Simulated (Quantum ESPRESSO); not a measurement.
# FeClO: which magnetic order is lowest

A self-consistent run ends on one state, which hangs on the start. Several orders of FeClO are started in Quantum ESPRESSO and their energies compared.

Program: Quantum ESPRESSO 7.5. Level of theory: PBEsol with U = 4.5 eV on Fe d (ortho-atomic projectors); plane waves with GBRV 1.5 PBEsol potentials, no spin-orbit coupling. Results are calculated unless marked as measured.

**1. The structure**

Symmetry: Pmmn, No. 59, orthorhombic system. Conventional cell: a = 3.302 Å, b = 3.780 Å, c = 7.917 Å, α = 90.00°, β = 90.00°, γ = 90.00°. Fe has 4 O at 1.96 to 2.10 Å and 2 Cl at 2.37 Å nearest. Nearest to Cl lie 2 Fe at 2.37 Å. Nearest to O lie 4 Fe at 1.96 to 2.10 Å. Farther neighbours and most contacts between anions are not listed.

The cell comes from the Crystallography Open Database.

**2. Run 1, typed as ferro ++**

The signs are those of the starting moments on the seeded atoms, the atoms that are given a moment.

Contents of pw.in:

```
&CONTROL
  calculation = 'scf'
  prefix = 'pwscf'
  outdir = './tmp'
  pseudo_dir = './pseudo'
  disk_io = 'nowf'
/
&SYSTEM
  ibrav = 0
  celldm(1) = 8
  nat = 6
  ntyp = 3
  ecutwfc = 40
  ecutrho = 280
  nbnd = 43
  occupations = 'smearing'
  smearing = 'fd'
  degauss = 0.00367493
  nspin = 2
  starting_magnetization(1) = 0.25
  starting_magnetization(2) = 0
  starting_magnetization(3) = 0
/
&ELECTRONS
  conv_thr = 1.2d-08
  electron_maxstep = 150
  mixing_beta = 0.3
/
ATOMIC_SPECIES
Fe     55.8450 fe_pbesol_v1.5.uspp.F.UPF
Cl     35.4500 cl_pbesol_v1.4.uspp.F.UPF
O      15.9990 o_pbesol_v1.2.uspp.F.UPF
CELL_PARAMETERS alat
   0.7799844579393    0.0000000000000    0.0000000000000
   0.0000000000000    0.8928955938857    0.0000000000000
   0.0000000000000    0.0000000000000    1.8701202160828
ATOMIC_POSITIONS crystal
Fe      0.5000000000    0.0000000000    0.1156800000
Fe      0.0000000000    0.5000000000    0.8843200000
Cl      0.0000000000    0.0000000000    0.3300300000
Cl      0.5000000000    0.5000000000    0.6699700000
O       0.0000000000    0.0000000000    0.9516800000
O       0.5000000000    0.5000000000    0.0483200000
K_POINTS automatic
6 6 6 0 0 0
HUBBARD {ortho-atomic}
U Fe-3d 4.5000
```

On the command line:

```sh
OMP_NUM_THREADS=1 mpirun -n 4 pw.x -nk 4 -in pw.in > pw.out
```

The program printed:

```text
Program PWSCF v.7.5 starts

     Message from routine setup:
     using ibrav=0 with symmetry is DISCOURAGED, use correct ibrav instead

     K-points division:     npool     =       4
     Subspace diagonalization in iterative solution of the eigenvalue problem:

     G-vector sticks info
     --------------------
     sticks:   dense  smooth     PW     G-vecs:    dense   smooth      PW
     Sum         995     569    171                52785    22817    3875

     Using Slab Decomposition

     bravais-lattice index     =            0
     lattice parameter (alat)  =       8.0000  a.u.
     unit-cell volume          =     666.8469 (a.u.)^3
     number of atoms/cell      =            6
     number of atomic types    =            3
     number of electrons       =        58.00
     number of Kohn-Sham states=           43
     kinetic-energy cutoff     =      40.0000  Ry
     charge density cutoff     =     280.0000  Ry
     scf convergence threshold =      1.2E-08
     mixing beta               =       0.3000
     number of iterations used =            8  plain     mixing
     Exchange-correlation= SLA  PW   PSX  PSC
                           (   1   4  10   8   0   0   0)
     Hubbard projectors: ortho-atomic
     Hubbard parameters of DFT+U (Dudarev formulation) in eV:
     U(Fe-3d) =  4.5000

     Internal variables: lda_plus_u =T, lda_plus_u_kind = 0

     Internal variables: orbital_resolved =F, hub_pot_fix =F, apply_U = F

     celldm(1)=   8.000000  celldm(2)=   0.000000  celldm(3)=   0.000000
     celldm(4)=   0.000000  celldm(5)=   0.000000  celldm(6)=   0.000000

     crystal axes: (cart. coord. in units of alat)
               a(1) = (   0.779984   0.000000   0.000000 )
               a(2) = (   0.000000   0.892896   0.000000 )
               a(3) = (   0.000000   0.000000   1.870120 )

     reciprocal axes: (cart. coord. in units 2 pi/alat)
               b(1) = (  1.282077  0.000000  0.000000 )
               b(2) = (  0.000000  1.119952  0.000000 )
               b(3) = (  0.000000  0.000000  0.534725 )

     PseudoPot. # 1 for Fe read from file:
     fe_pbesol_v1.5.uspp.F.UPF
     Pseudo is Ultrasoft + core correction, Zval = 16.0
     Generated by new atomic code, or converted to UPF format
     Using radial grid of  861 points,  6 beta functions with:
                l(1) =   0
                l(2) =   0
                l(3) =   1
                l(4) =   1
                l(5) =   2
                l(6) =   2
     Q(r) pseudized with  8 coefficients,  rinner =    1.000   1.000   1.000
                                                       1.000   1.000

     PseudoPot. # 2 for Cl read from file:
     cl_pbesol_v1.4.uspp.F.UPF
     Pseudo is Ultrasoft + core correction, Zval =  7.0
     Generated by new atomic code, or converted to UPF format
     Using radial grid of  909 points,  6 beta functions with:
                l(1) =   0
                l(2) =   0
                l(3) =   1
                l(4) =   1
                l(5) =   2
                l(6) =   2
     Q(r) pseudized with  8 coefficients,  rinner =    1.300   1.300   1.300
                                                       1.300   1.300

     PseudoPot. # 3 for O  read from file:
     o_pbesol_v1.2.uspp.F.UPF
     Pseudo is Ultrasoft + core correction, Zval =  6.0
     Generated by new atomic code, or converted to UPF format
     Using radial grid of  737 points,  5 beta functions with:
                l(1) =   0
                l(2) =   0
                l(3) =   1
                l(4) =   1
                l(5) =   2
     Q(r) pseudized with  8 coefficients,  rinner =    0.900   0.900   0.900
                                                       0.900   0.900

     atomic species   valence    mass     pseudopotential
     Fe               16.00    55.84500     Fe( 1.00)
     Cl                7.00    35.45000     Cl( 1.00)
     O                 6.00    15.99900     O ( 1.00)

     Starting magnetic structure
     atomic species   magnetization
     Fe              0.250
     Cl              0.000
     O               0.000

      8 Sym. Ops., with inversion, found ( 4 have fractional translation)

   Cartesian axes

     site n.     atom                  positions (alat units)
         1        Fe     tau(   1) = (   0.3899922   0.0000000   0.2163355  )
         2        Fe     tau(   2) = (   0.0000000   0.4464478   1.6537847  )
         3        Cl     tau(   3) = (   0.0000000   0.0000000   0.6171958  )
         4        Cl     tau(   4) = (   0.3899922   0.4464478   1.2529244  )
         5        O      tau(   5) = (   0.0000000   0.0000000   1.7797560  )
         6        O      tau(   6) = (   0.3899922   0.4464478   0.0903642  )

     number of k points=    64  Fermi-Dirac smearing, width (Ry)=  0.0037
                       cart. coord. in units 2pi/alat
        k(    1) = (   0.0000000   0.0000000   0.0000000), wk =   0.0046296
        k(    2) = (   0.0000000   0.0000000   0.0891208), wk =   0.0092593
        k(    3) = (   0.0000000   0.0000000   0.1782417), wk =   0.0092593
        k(    4) = (   0.0000000   0.0000000  -0.2673625), wk =   0.0046296
        k(    5) = (   0.0000000   0.1866586   0.0000000), wk =   0.0092593
        [... 59 further k-points ...]

     Dense  grid:    52785 G-vectors     FFT dimensions: (  36,  40,  80)

     Smooth grid:    22817 G-vectors     FFT dimensions: (  30,  30,  64)

     Check: negative core charge=   -0.000025
     Generating pointlists ...
     new r_m :   0.1914 (alat units)  1.5308 (a.u.) for type    1
     new r_m :   0.2307 (alat units)  1.8456 (a.u.) for type    2
     new r_m :   0.1914 (alat units)  1.5308 (a.u.) for type    3

     Initial potential from superposition of free atoms

     starting charge      56.0000, renormalised to      58.0000

     negative rho (up, down):  1.551E-02 1.562E-02

     STARTING HUBBARD OCCUPATIONS:

     =================== HUBBARD OCCUPATIONS ===================
     ------------------------ ATOM    1 ------------------------
     Tr[ns(  1)] (up, down, total) =   5.00000  0.00000  5.00000
     Atomic magnetic moment for atom   1 =   5.00000
     [... lines left out ...]
     ------------------------ ATOM    2 ------------------------
     Tr[ns(  2)] (up, down, total) =   5.00000  0.00000  5.00000
     Atomic magnetic moment for atom   2 =   5.00000
     [... lines left out ...]
     Number of occupied Hubbard levels =   10.0000

     Atomic wfc used for Hubbard projectors are orthogonalized

     Starting wfcs are   42 randomized atomic wfcs +    1 random wfcs

     Self-consistent Calculation

     iteration #  1     ecut=    40.00 Ry     beta= 0.30
     Davidson diagonalization with overlap
     ethr =  1.00E-02,  avg # of iterations =  5.5

     =================== HUBBARD OCCUPATIONS ===================
     ------------------------ ATOM    1 ------------------------
     Tr[ns(  1)] (up, down, total) =   4.94387  0.32087  5.26474
     Atomic magnetic moment for atom   1 =   4.62300
     [... lines left out ...]
     ------------------------ ATOM    2 ------------------------
     Tr[ns(  2)] (up, down, total) =   4.94387  0.32087  5.26474
     Atomic magnetic moment for atom   2 =   4.62300
     [... lines left out ...]
     Number of occupied Hubbard levels =   10.5295

     negative rho (up, down):  1.526E-02 1.518E-02

     total energy              =    -630.81809874 Ry
     estimated scf accuracy    <       1.59179177 Ry

     total magnetization       =    10.00 Bohr mag/cell
     absolute magnetization    =    10.00 Bohr mag/cell

     iteration #  2     ecut=    40.00 Ry     beta= 0.30
     Davidson diagonalization with overlap
     ethr =  2.74E-03,  avg # of iterations =  1.9

     negative rho (up, down):  1.512E-02 1.485E-02

     total energy              =    -631.12136000 Ry
     estimated scf accuracy    <       0.12778100 Ry

     total magnetization       =    10.00 Bohr mag/cell
     absolute magnetization    =    10.00 Bohr mag/cell

     iteration #  3     ecut=    40.00 Ry     beta= 0.30
     Davidson diagonalization with overlap
     ethr =  2.20E-04,  avg # of iterations =  6.4

     negative rho (up, down):  1.498E-02 1.451E-02

     total energy              =    -631.14402784 Ry
     estimated scf accuracy    <       0.04037940 Ry

     total magnetization       =    10.00 Bohr mag/cell
     absolute magnetization    =    10.00 Bohr mag/cell

     [... further iterations left out ...]

     iteration #  9     ecut=    40.00 Ry     beta= 0.30
     Davidson diagonalization with overlap
     ethr =  3.83E-08,  avg # of iterations =  2.2

     negative rho (up, down):  1.489E-02 1.406E-02

     total energy              =    -631.15544574 Ry
     estimated scf accuracy    <       0.00002092 Ry

     total magnetization       =    10.00 Bohr mag/cell
     absolute magnetization    =    10.01 Bohr mag/cell

     iteration # 10     ecut=    40.00 Ry     beta= 0.30
     Davidson diagonalization with overlap
     ethr =  3.61E-08,  avg # of iterations =  1.5

     negative rho (up, down):  1.489E-02 1.406E-02

     total energy              =    -631.15545039 Ry
     estimated scf accuracy    <       0.00000165 Ry

     total magnetization       =    10.00 Bohr mag/cell
     absolute magnetization    =    10.01 Bohr mag/cell

     iteration # 11     ecut=    40.00 Ry     beta= 0.30
     Davidson diagonalization with overlap
     ethr =  2.84E-09,  avg # of iterations =  2.9

     negative rho (up, down):  1.489E-02 1.406E-02

     total energy              =    -631.15545076 Ry
     estimated scf accuracy    <       0.00000006 Ry

     total magnetization       =    10.00 Bohr mag/cell
     absolute magnetization    =    10.01 Bohr mag/cell

     iteration # 12     ecut=    40.00 Ry     beta= 0.30
     Davidson diagonalization with overlap
     ethr =  9.88E-11,  avg # of iterations =  4.0

     negative rho (up, down):  1.488E-02 1.405E-02

     Magnetic moment per site  (integrated on atomic sphere of radius R)
     atom   1 (R=0.191)  charge= 12.8918  magn=  3.9170
     atom   2 (R=0.191)  charge= 12.8918  magn=  3.9170
     atom   3 (R=0.231)  charge=  5.1470  magn=  0.1928
     atom   4 (R=0.231)  charge=  5.1470  magn=  0.1928
     atom   5 (R=0.191)  charge=  5.4284  magn=  0.3935
     atom   6 (R=0.191)  charge=  5.4284  magn=  0.3935

     End of self-consistent calculation

     =================== HUBBARD OCCUPATIONS ===================
     ------------------------ ATOM    1 ------------------------
     Tr[ns(  1)] (up, down, total) =   4.98197  0.73115  5.71311
     Atomic magnetic moment for atom   1 =   4.25082
     [... lines left out ...]
     ------------------------ ATOM    2 ------------------------
     Tr[ns(  2)] (up, down, total) =   4.98197  0.73115  5.71311
     Atomic magnetic moment for atom   2 =   4.25082
     [... lines left out ...]
     Number of occupied Hubbard levels =   11.4262

     Number of k-points >= 100: set verbosity='high' to print the bands.

     the Fermi energy is     6.3616 ev

!    total energy              =    -631.15545088 Ry
     estimated scf accuracy    <          6.0E-09 Ry
     smearing contrib. (-TS)   =      -0.00000000 Ry
     internal energy E=F+TS    =    -631.15545088 Ry

     The total energy is F=E-TS. E is the sum of the following terms:
     one-electron contribution =    -659.37964959 Ry
     hartree contribution      =     347.44800909 Ry
     xc contribution           =     -90.94204474 Ry
     ewald contribution        =    -228.48034391 Ry
     Hubbard energy            =       0.19857827 Ry

     total magnetization       =    10.00 Bohr mag/cell
     absolute magnetization    =    10.01 Bohr mag/cell

     convergence has been achieved in  12 iterations

=------------------------------------------------------------------------------=
   JOB DONE.
=------------------------------------------------------------------------------=
```

The job ended after 87 s (4 MPI ranks of Arm Neoverse V1, shared host; peak memory 0.86 GiB; 5.8 min of CPU time).

Spin moment in the atom's sphere by atom:

```
atom  spin moment in the atom's sphere (μB)
 Fe1                                   3.92
 Fe2                                   3.92
 Cl3                                   0.19
 Cl4                                   0.19
  O5                                   0.39
  O6                                   0.39
```

Read from the output:

* smearing term TS: 4.72e-8 eV
* magnetization: 10 μB
* absolute magnetization: 10.01 μB
* final state: ferromagnetic

(Part 1 of 2 ends here.)

[Logs and program files are shortened in this print: banners, set-up blocks, solver, clock and traceback lines can be left out without a mark of their own.]

[Logs are printed without paths, hosts, clocks, repeated set-up lines and the standing remarks that a program may print on its own settings, such as how far it seeks lower states.]

[Hosts, paths, dates, database ids (printed as entryN), source tags and the programs' standing remarks are cut or masked in the printed files.]

[Where a cell is said to come from a database of computed structures, the database is the Materials Project.]
